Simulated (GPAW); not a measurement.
# V2N(OH)2 MXene monolayer: simulated STM images

What would a tunnelling microscope show on V2N(OH)2 MXene monolayer?

Method: GPAW, PAW setups; layer in a repeated cell with vacuum, relaxation of atoms and in-plane cell, in the first sound run; inputs show where later runs differ, in GPAW 26.7.0.

## Step 1: The structure

The cell holds 7 atoms: 2 H, 2 O, 2 V and 1 N. Its edges and angles: a = 2.941 Å, b = 2.941 Å, c = 22.532 Å, α = 90.0°, β = 90.0°, γ = 120.0°. Vacuum lies along c.

## Step 2: Relaxation

The atoms are relaxed first, since the surface dipole, and with it the work function, follows the positions of the outer layers.

Input file run.py:

```python
import json
import numpy as np
from ase import Atoms
from ase.filters import FrechetCellFilter
from ase.optimize import BFGS
from gpaw import GPAW, PW

slab = Atoms(
    ['H', 'O', 'V', 'N', 'V', 'O', 'H'],
    positions=[
        [-0.00000, 1.69779, 8.00000],
        [-0.00000, 1.69779, 8.98000],
        [1.47033, 0.84889, 10.10556],
        [0.00000, 0.00000, 11.26587],
        [-0.00000, 1.69779, 12.42617],
        [1.47033, 0.84889, 13.55173],
        [1.47033, 0.84889, 14.53173]],
    cell=[[2.94065, 0.0, 0.0], [-1.47033, 2.54668, 0.0], [0.0, 0.0, 22.5317]],
    pbc=[True, True, True],
    magmoms=[0.0, 0.0, 2.0, 0.0, 2.0, 0.0, 0.0])

slab.calc = GPAW(mode=PW(600), xc='PBE', kpts={'size': (12, 12, 1), 'gamma': True},
                 occupations={'name': 'fermi-dirac', 'width': 0.05}, nbands='160%',
                 convergence={'density': 1e-05}, maxiter=200,
                 symmetry={'tolerance': 1e-3}, txt='slab.txt')
result = {}
# The in-plane cell is free; stress needs a cell that repeats along all three vectors
path = []
opt = BFGS(FrechetCellFilter(slab, mask=[1, 1, 0, 0, 0, 1]), maxstep=0.2)
opt.attach(lambda: path.append((slab.get_potential_energy(), slab.positions.tolist(), slab.get_forces().tolist())))
result['relaxed'] = bool(opt.run(fmax=0.02, steps=45))
result['path'] = path
result['cell'] = slab.cell.tolist()
print('in-plane lattice', slab.cell.cellpar().round(4)[[0, 1, 5]])
energy = slab.get_potential_energy()
fermi = slab.calc.get_fermi_level()
v = slab.calc.get_electrostatic_potential().mean((0, 1)) - fermi
n = slab.calc.get_pseudo_density().mean((0, 1))
L = slab.cell[2, 2]
z = np.arange(len(v)) * L / len(v)
low, high = slab.positions[:, 2].min(), slab.positions[:, 2].max()
below, above = np.interp([low - 5.8, high + 5.8], z, v)
slopes = [np.interp(x, z, np.gradient(v, z)) for x in (low - 5.8, high + 5.8)]
eps = np.array([[slab.calc.get_eigenvalues(k, s) for k in range(len(slab.calc.get_ibz_k_points()))]
                for s in range(slab.calc.get_number_of_spins())]) - fermi
top, bottom = eps[eps < 0].max(), eps[eps > 0].min()
dipole = slab.get_dipole_moment()[2]
print(f'energy {energy:.4f} eV, Fermi level {fermi:.4f} eV, dipole {dipole:.5f} e A')
print(f'potential 5.8 A off the faces, from the Fermi level: lower {below:.4f} eV, upper {above:.4f} eV')
print(f'slope of the potential there: lower {slopes[0]:.5f}, upper {slopes[1]:.5f} eV/A')
print(f'nearest levels on the mesh: {top:.4f} and {bottom:.4f} eV')
print('magnetic moment', round(slab.get_magnetic_moment(), 3))
result.update(energy=energy, fermi=fermi, dipole=dipole, below=below, above=above, slopes=slopes, edges=[top, bottom],
              z=z.tolist(), v=v.tolist(), n=n.tolist(), positions=slab.positions.tolist(),
              forces=slab.get_forces(apply_constraint=False).tolist(), moments=slab.get_magnetic_moments().tolist())
json.dump(result, open('result.json', 'w'))
```

Command:

```
OMP_NUM_THREADS=1 OPENBLAS_NUM_THREADS=1 python run.py
```

The log of the run:

```text
Step          Energy          fmax
BFGS:    0      -49.781962        2.239411
BFGS:    1      -49.926337        1.415030
BFGS:    2      -50.119941        1.162460
BFGS:    3      -49.726762        3.964069
BFGS:    4      -50.188190        0.492772
BFGS:    5      -50.199060        0.221713
BFGS:    6      -50.210913        0.253094
BFGS:    7      -50.239341        0.421968
BFGS:    8      -50.288405        0.665696
BFGS:    9      -50.336492        0.536587
BFGS:   10      -50.356079        0.164103
BFGS:   11      -50.358036        0.078634
BFGS:   12      -50.359120        0.067662
BFGS:   13      -50.363737        0.080483
BFGS:   14      -50.368220        0.064837
BFGS:   15      -50.370832        0.020466
BFGS:   16      -50.370965        0.002012
in-plane lattice [  3.0074   3.0074 120.0001]
energy -50.3552 eV, Fermi level 1.4609 eV, dipole 0.00040 e A
potential 5.8 A off the faces, from the Fermi level: lower 2.1640 eV, upper 2.1619 eV
slope of the potential there: lower -0.00243, upper 0.00333 eV/A
nearest levels on the mesh: -0.0148 and 0.0087 eV
magnetic moment -0.0
```

The job ended after 55 min (1 thread of Arm Neoverse V2, shared host; peak memory 1.1 GiB).

This step gave:

```yaml
dipole_along_the_normal: 3.98e-4 e·Å
levels_nearest_the_fermi_level_on_the_mesh: -0.01479, 0.008732 eV from the Fermi level
sum_of_the_site_moments: 0 μB
```

The electrostatic potential energy of an electron (without an applied field's), less the Fermi level, planar mean oscillates, so the rows of the table below give means over windows of 1.32 Å about each position, cut where the curve ends. Its maxima inside the range that stand out by 2 % of the span (Å: eV): 8.4: -0.435, 9.5: -5.96, 10.8: -11.9, 11.7: -11.9, 13.0: -5.97, 14.2: -0.442. Its minima: 8.0: -1.53, 9.1: -11.2, 10.3: -17.9, 11.3: -17.0, 12.2: -17.9, 13.5: -11.2, 14.5: -1.53.

Table of electrostatic potential energy of an electron (without an applied field's), less the Fermi level, planar mean by z; means over each step:

| z (Å) | electrostatic potential energy of an electron (without an applied field's), less the Fermi level, planar mean (eV) |
| --- | --- |
| 0.66 | 2.17 |
| 1.98 | 2.16 |
| 3.30 | 2.16 |
| 4.62 | 2.11 |
| 5.94 | 1.89 |
| 7.26 | 0.740 |
| 8.58 | -4.38 |
| 9.90 | -11.9 |
| 11.22 | -13.7 |
| 12.54 | -12.4 |
| 13.86 | -4.85 |
| 15.18 | 0.529 |
| 16.50 | 1.85 |
| 17.82 | 2.10 |
| 19.14 | 2.15 |
| 20.46 | 2.16 |
| 21.78 | 2.16 |

The pseudo valence density, planar mean oscillates, so the rows of the table below give means over windows of 1.23 Å about each position, cut where the curve ends. Its maxima inside the range that stand out by 2 % of the span (Å: e/Å³): 9.0: 0.935, 10.2: 1.88, 12.3: 1.88, 13.6: 0.935. Its minima: 9.7: 0.523, 11.6: 0.836, 12.9: 0.523.

Pseudo valence density, planar mean against z; means over each step:

z (Å), pseudo valence density, planar mean (e/Å³) and a bar:
```
     3.08       0.00 
     4.30       0.00 
     5.54       0.00 
     6.77       0.01 
     8.00       0.17 ####
     9.22       0.72 ################
    10.46       1.30 ##############################
    11.69       1.15 ##########################
    12.92       0.92 #####################
    14.14       0.38 #########
    15.38       0.02 
    16.61       0.00 
    17.83       0.00 
    19.06       0.00
```

The relaxation lowered the energy of the cell by 0.588 eV (energies extrapolated to zero smearing; the optimiser's log prints free energies). The largest force left on a free atom is 0.0020 eV/Å.

## Step 3: Plane waves, PBE

With the geometry fixed, the planar mean of the potential gives the vacuum level on each side.

This step: GPAW, PAW setups; slab in vacuum (GPAW 26.7.0).

The cell differs from the one that the last finished run ended in (c 22.532 → 22.409 Å).

Input file run.py:

```python
import json
import numpy as np
from ase import Atoms
from ase.dft.stm import STM
from gpaw import GPAW, PW

slab = Atoms(
    ['H', 'O', 'V', 'N', 'V', 'O', 'H'],
    positions=[
        [0.00000, 1.73630, 8.00000],
        [0.00000, 1.73630, 8.97535],
        [1.50368, 0.86815, 10.22593],
        [0.00000, 0.00000, 11.20446],
        [0.00000, 1.73630, 12.18299],
        [1.50368, 0.86815, 13.43357],
        [1.50368, 0.86815, 14.40891]],
    cell=[[3.00735, 0.0, 0.0], [-1.50368, 2.60445, 0.0], [0.0, 0.0, 22.4089]],
    pbc=[True, True, False],
    magmoms=[0.0, 0.0, 2.0, 0.0, 2.0, 0.0, 0.0])

slab.calc = GPAW(mode=PW(500), xc='PBE', kpts={'size': (12, 12, 1), 'gamma': True},
                 occupations={'name': 'fermi-dirac', 'width': 0.05}, nbands='160%',
                 convergence={'density': 1e-05}, maxiter=200,
                 poissonsolver={'dipolelayer': 'xy'},
                 symmetry={'tolerance': 1e-3}, txt='slab.txt')
result = {}
energy = slab.get_potential_energy()
fermi = slab.calc.get_fermi_level()
v = slab.calc.get_electrostatic_potential().mean((0, 1)) - fermi
n = slab.calc.get_pseudo_density().mean((0, 1))
L = slab.cell[2, 2]
z = np.arange(len(v)) * L / len(v)
low, high = slab.positions[:, 2].min(), slab.positions[:, 2].max()
below, above = np.interp([low - 5.8, high + 5.8], z, v)
slopes = [np.interp(x, z, np.gradient(v, z)) for x in (low - 5.8, high + 5.8)]
eps = np.array([[slab.calc.get_eigenvalues(k, s) for k in range(len(slab.calc.get_ibz_k_points()))]
                for s in range(slab.calc.get_number_of_spins())]) - fermi
top, bottom = eps[eps < 0].max(), eps[eps > 0].min()
dipole = slab.get_dipole_moment()[2]
print(f'energy {energy:.4f} eV, Fermi level {fermi:.4f} eV, dipole {dipole:.5f} e A')
print(f'potential 5.8 A off the faces, from the Fermi level: lower {below:.4f} eV, upper {above:.4f} eV')
print(f'slope of the potential there: lower {slopes[0]:.5f}, upper {slopes[1]:.5f} eV/A')
print(f'nearest levels on the mesh: {top:.4f} and {bottom:.4f} eV')
print('magnetic moment', round(slab.get_magnetic_moment(), 3))
result.update(energy=energy, fermi=fermi, dipole=dipole, below=below, above=above, slopes=slopes, edges=[top, bottom],
              z=z.tolist(), v=v.tolist(), n=n.tolist(), positions=slab.positions.tolist(),
              forces=slab.get_forces(apply_constraint=False).tolist(), moments=slab.get_magnetic_moments().tolist())

# Images need the states of the whole zone, up to time reversal
slab.calc = slab.calc.fixed_density(symmetry={'point_group': False}, txt='states.txt', nbands='280%',
                                    convergence={'bands': 'CBM+2.3'})
stm = STM(slab)
result['stm'] = []
for bias in [-1.5, 2.0]:
    height = high + 3.5
    current = stm.get_averaged_current(bias, height)
    x, y, h = stm.scan(bias, current)
    i, f = divmod(height / L * stm.ldos.shape[2], 1)
    I = abs((1 - f) * stm.ldos[:, :, int(i)] + f * stm.ldos[:, :, int(i) + 1])
    print(f'bias {bias} V: mean current at 3.5 A {current:.4e}, corrugation {np.ptp(h):.4f} A')
    result['stm'].append(dict(bias=bias, current=current, h=(h - high).tolist(), I=I.tolist()))
json.dump(result, open('result.json', 'w'))
```

The log of the run:

```text
energy -49.2289 eV, Fermi level 1.4712 eV, dipole 0.00017 e A
potential 5.8 A off the faces, from the Fermi level: lower 2.1863 eV, upper 2.1801 eV
slope of the potential there: lower -0.00300, upper 0.00300 eV/A
nearest levels on the mesh: -0.0146 and 0.0088 eV
magnetic moment 0.0
bias -1.5 V: mean current at 3.5 A 4.2477e-04, corrugation 0.0184 A
bias 2.0 V: mean current at 3.5 A 6.0788e-03, corrugation 0.0298 A
```

Wall time 9.9 min (1 thread); peak memory 1.2 GiB.

This step gave:

| Item | Value |
| --- | --- |
| dipole along the normal | 1.67e-4 e·Å |
| levels nearest the Fermi level on the mesh | -0.01460, 0.008776 eV from the Fermi level |
| upper work function | 2.180 eV |
| lower work function | 2.186 eV |
| corrugation -1.5 | 0.01844 Å |
| corrugation 2 | 0.02980 Å |

The electrostatic potential energy of an electron (without an applied field's), less the Fermi level, planar mean oscillates, so the rows of the table below give means over windows of 1.4 Å about each position, cut where the curve ends. Its maxima inside the range that stand out by 2 % of the span (Å: eV): 8.3: -0.430, 9.4: -5.96, 10.8: -11.9, 11.6: -11.9, 13.0: -5.96, 14.1: -0.436. Its minima: 8.0: -1.51, 9.0: -11.2, 10.3: -17.9, 11.2: -17.1, 12.1: -17.9, 13.4: -11.2, 14.4: -1.51.

Electrostatic potential energy of an electron (without an applied field's), less the Fermi level, planar mean against z; means over each step:

| z (Å) | electrostatic potential energy of an electron (without an applied field's), less the Fermi level, planar mean (eV) |
| --- | --- |
| 0.70 | 2.19 |
| 2.10 | 2.19 |
| 3.50 | 2.17 |
| 4.90 | 2.10 |
| 6.30 | 1.72 |
| 7.70 | -0.162 |
| 9.10 | -7.07 |
| 10.50 | -14.8 |
| 11.90 | -14.9 |
| 13.30 | -7.14 |
| 14.70 | -0.181 |
| 16.10 | 1.71 |
| 17.50 | 2.09 |
| 18.90 | 2.17 |
| 20.30 | 2.18 |
| 21.70 | 2.18 |

The pseudo valence density, planar mean oscillates, so the rows of the table below give means over windows of 1.31 Å about each position, cut where the curve ends. Its maxima inside the range that stand out by 2 % of the span (Å: e/Å³): 9.0: 0.961, 10.3: 1.95, 12.1: 1.95, 13.4: 0.961. Its minima: 9.5: 0.512, 11.6: 0.841, 12.9: 0.512.

The pseudo valence density, planar mean by z; means over each step:

| z (Å) | pseudo valence density, planar mean (e/Å³) |
| --- | --- |
| 3.28 | 1.0e-4 |
| 4.58 | 5.0e-4 |
| 5.90 | 0.00208 |
| 7.21 | 0.0289 |
| 8.52 | 0.508 |
| 9.82 | 1.12 |
| 11.13 | 0.937 |
| 12.45 | 1.17 |
| 13.76 | 0.574 |
| 15.06 | 0.0434 |
| 16.38 | 0.00245 |
| 17.69 | 5.9e-4 |
| 19.00 | 1.2e-4 |

Tip height over the top atom over a1 and a2. Sample bias -1.5 V, constant current at the mean current 3.5 Å over the top atom.

Values in Å, 16 rows by 16 columns:
```
3.502 3.501 3.498 3.495 3.494 3.495 3.497 3.499 3.499 3.497 3.495 3.494 3.495 3.498 3.501 3.502
3.501 3.498 3.495 3.493 3.493 3.496 3.498 3.499 3.498 3.496 3.493 3.493 3.495 3.498 3.501 3.501
3.499 3.495 3.493 3.493 3.495 3.497 3.498 3.498 3.497 3.495 3.493 3.493 3.495 3.499 3.501 3.501
3.496 3.494 3.493 3.495 3.496 3.498 3.499 3.498 3.496 3.495 3.493 3.494 3.496 3.500 3.501 3.500
3.496 3.495 3.496 3.497 3.498 3.500 3.500 3.498 3.497 3.496 3.495 3.496 3.499 3.500 3.500 3.499
3.498 3.497 3.498 3.498 3.499 3.500 3.499 3.498 3.498 3.497 3.498 3.500 3.501 3.501 3.501 3.500
3.499 3.499 3.499 3.498 3.498 3.498 3.498 3.499 3.499 3.499 3.502 3.505 3.505 3.505 3.505 3.502
3.500 3.499 3.498 3.497 3.496 3.497 3.498 3.499 3.500 3.503 3.507 3.509 3.509 3.509 3.507 3.503
3.499 3.497 3.496 3.495 3.495 3.496 3.497 3.499 3.503 3.508 3.511 3.511 3.511 3.511 3.508 3.503
3.498 3.495 3.493 3.493 3.493 3.495 3.498 3.502 3.507 3.511 3.511 3.510 3.511 3.511 3.507 3.502
3.496 3.494 3.493 3.493 3.494 3.496 3.500 3.505 3.509 3.511 3.510 3.510 3.511 3.509 3.505 3.500
3.496 3.495 3.495 3.495 3.496 3.499 3.501 3.505 3.509 3.511 3.511 3.511 3.509 3.505 3.501 3.499
3.499 3.498 3.498 3.499 3.500 3.500 3.501 3.505 3.509 3.511 3.511 3.509 3.505 3.501 3.500 3.500
3.501 3.501 3.501 3.501 3.501 3.500 3.501 3.505 3.507 3.508 3.507 3.505 3.501 3.500 3.501 3.501
3.502 3.502 3.501 3.501 3.500 3.499 3.500 3.502 3.503 3.503 3.502 3.500 3.499 3.500 3.501 3.501
3.502 3.502 3.501 3.499 3.496 3.496 3.498 3.499 3.500 3.499 3.498 3.496 3.496 3.499 3.501 3.502
```
Columns: a1 from 0 to 0.938; rows upwards: a2 from 0 to 0.938.

Local density of states summed over the bias window over a1 and a2. Sample bias -1.5 V, constant height 3.5 Å over the top atom.

Ten even steps from '_' (4.21 × 1e-4 arbitrary) to '@' (4.31 × 1e-4 arbitrary):
```
++==--..__..::----::..__..--==++
==--..____..::--::..____..--====
--..____..::----::..____..--====
::____..::------::..____::--==--
::....::--------::....::--====--
--::::----------::::--==========
--------------------++********++
----::::::::::----++##@@@@@@##++
--::........::--++%%@@@@@@@@%%++
--..______..--++##@@@@@@@@@@##++
::________::==**@@@@@@@@@@@@**==
::......::--==**@@@@@@@@@@**==--
----------====**@@@@@@@@**====--
==============**##%%##**========
++++====----==++++++++==----====
++++==--::::----------::::--==++
```
Columns: a1 from 0 to 0.938; rows upwards: a2 from 0 to 0.938.

Tip height over the top atom over a1 and a2. Sample bias 2 V, constant current at the mean current 3.5 Å over the top atom.

Ten even steps from '0' (3.490 Å) to '9' (3.520 Å):
```
3210011221100123
2100001110000123
1000011110000122
1000022200001222
1101222210112222
2111222111234443
2211221122457754
3211011234788874
2100001247899874
2100012478999874
1000013589999853
1000124789998742
1111224788887422
2222224577754222
3332223444432223
3321112232211123
```
Columns: a1 from 0 to 0.938; rows upwards: a2 from 0 to 0.938.

Local density of states summed over the bias window over a1 and a2. Sample bias 2 V, constant height 3.5 Å over the top atom.

Ten even steps from '0' (6.02 × 1e-3 arbitrary) to '9' (6.19 × 1e-3 arbitrary):
```
3211011221101123
3100011211000133
2100012210001233
1000122210001222
1111233211112332
2112232211234443
3222222223456654
3211111235688865
3110011357999975
2100012469999964
1000013589999853
1101124689998642
2112234689986432
3233234567654323
3333223455432233
3332112333211233
```
Columns: a1 from 0 to 0.938; rows upwards: a2 from 0 to 0.938.

Force by atom:

| atom | x (eV/Å) | y (eV/Å) | z (eV/Å) | size |
| --- | --- | --- | --- | --- |
| H1 | 0.000 | 0.000 | -0.102 | 0.102 |
| O2 | 0.000 | 0.000 | 0.100 | 0.100 |
| V3 | 0.000 | 0.000 | -0.022 | 0.022 |
| N4 | 0.000 | 0.000 | 0.000 | 0.000 |
| V5 | 0.000 | 0.000 | 0.022 | 0.022 |
| O6 | 0.000 | 0.000 | -0.100 | 0.100 |
| H7 | 0.000 | 0.000 | 0.102 | 0.102 |

The potential is flat to 0.003 eV/Å where it is read, so the vacuum is wide enough.

## Step 4: A changed run

One more run, with changed settings.

run.py, as its differences from that of step 3:

```diff
@@ -3,3 +3,2 @@
 from ase import Atoms
-from ase.dft.stm import STM
 from gpaw import GPAW, PW
@@ -22,3 +21,3 @@
                  occupations={'name': 'fermi-dirac', 'width': 0.05}, nbands='160%',
-                 convergence={'density': 1e-05}, maxiter=200,
+                 convergence={'density': 1e-05}, maxiter=3,
                  poissonsolver={'dipolelayer': 'xy'},
@@ -47,16 +46,2 @@
               forces=slab.get_forces(apply_constraint=False).tolist(), moments=slab.get_magnetic_moments().tolist())
-
-# Images need the states of the whole zone, up to time reversal
-slab.calc = slab.calc.fixed_density(symmetry={'point_group': False}, txt='states.txt', nbands='280%',
-                                    convergence={'bands': 'CBM+2.3'})
-stm = STM(slab)
-result['stm'] = []
-for bias in [-1.5, 2.0]:
-    height = high + 3.5
-    current = stm.get_averaged_current(bias, height)
-    x, y, h = stm.scan(bias, current)
-    i, f = divmod(height / L * stm.ldos.shape[2], 1)
-    I = abs((1 - f) * stm.ldos[:, :, int(i)] + f * stm.ldos[:, :, int(i) + 1])
-    print(f'bias {bias} V: mean current at 3.5 A {current:.4e}, corrugation {np.ptp(h):.4f} A')
-    result['stm'].append(dict(bias=bias, current=current, h=(h - high).tolist(), I=I.tolist()))
 json.dump(result, open('result.json', 'w'))
```

The log of the run:

```text
gpaw.KohnShamConvergenceError
```

Elapsed: 30 s, on 1 thread; peak memory 0.34 GiB.

The run stopped without converging, so none of its numbers is a property of the system.

The fault put into the input: too few SCF iterations (maxiter = 3).

## Step 5: Summary of results

| Quantity | Value |
| --- | --- |
| work function, upper and lower face | 2.180 and 2.186 eV |
| dipole along the normal | 1.7e-4 e Å, near the numerical noise |
| corrugation at -1.5 V | 0.0184 Å |
| corrugation at 2 V | 0.0298 Å |

What this shows: In GPAW's constant-current maps the tip height varies by under 0.05 Å at every bias shown (0.030 Å at most), which is near the numerical ripple of the maps: an s-wave tip would see an almost flat surface. Negative sample bias images filled states, positive bias empty ones. The images are of Tersoff-Hamann type: an s-wave tip, no tip-sample forces, heights closer than in a microscope. One magnetic start was tried; another order may lie lower. The layer's cell and atoms come from the relaxation; spin-orbit coupling and temperature are left out.

[Logs are printed without paths, hosts, clocks, repeated set-up lines and the standing remarks that a program may print on its own settings, such as how far it seeks lower states.]

[Hosts, paths, dates, database ids (printed as entryN), source tags and the programs' standing remarks are cut or masked in the printed files.]
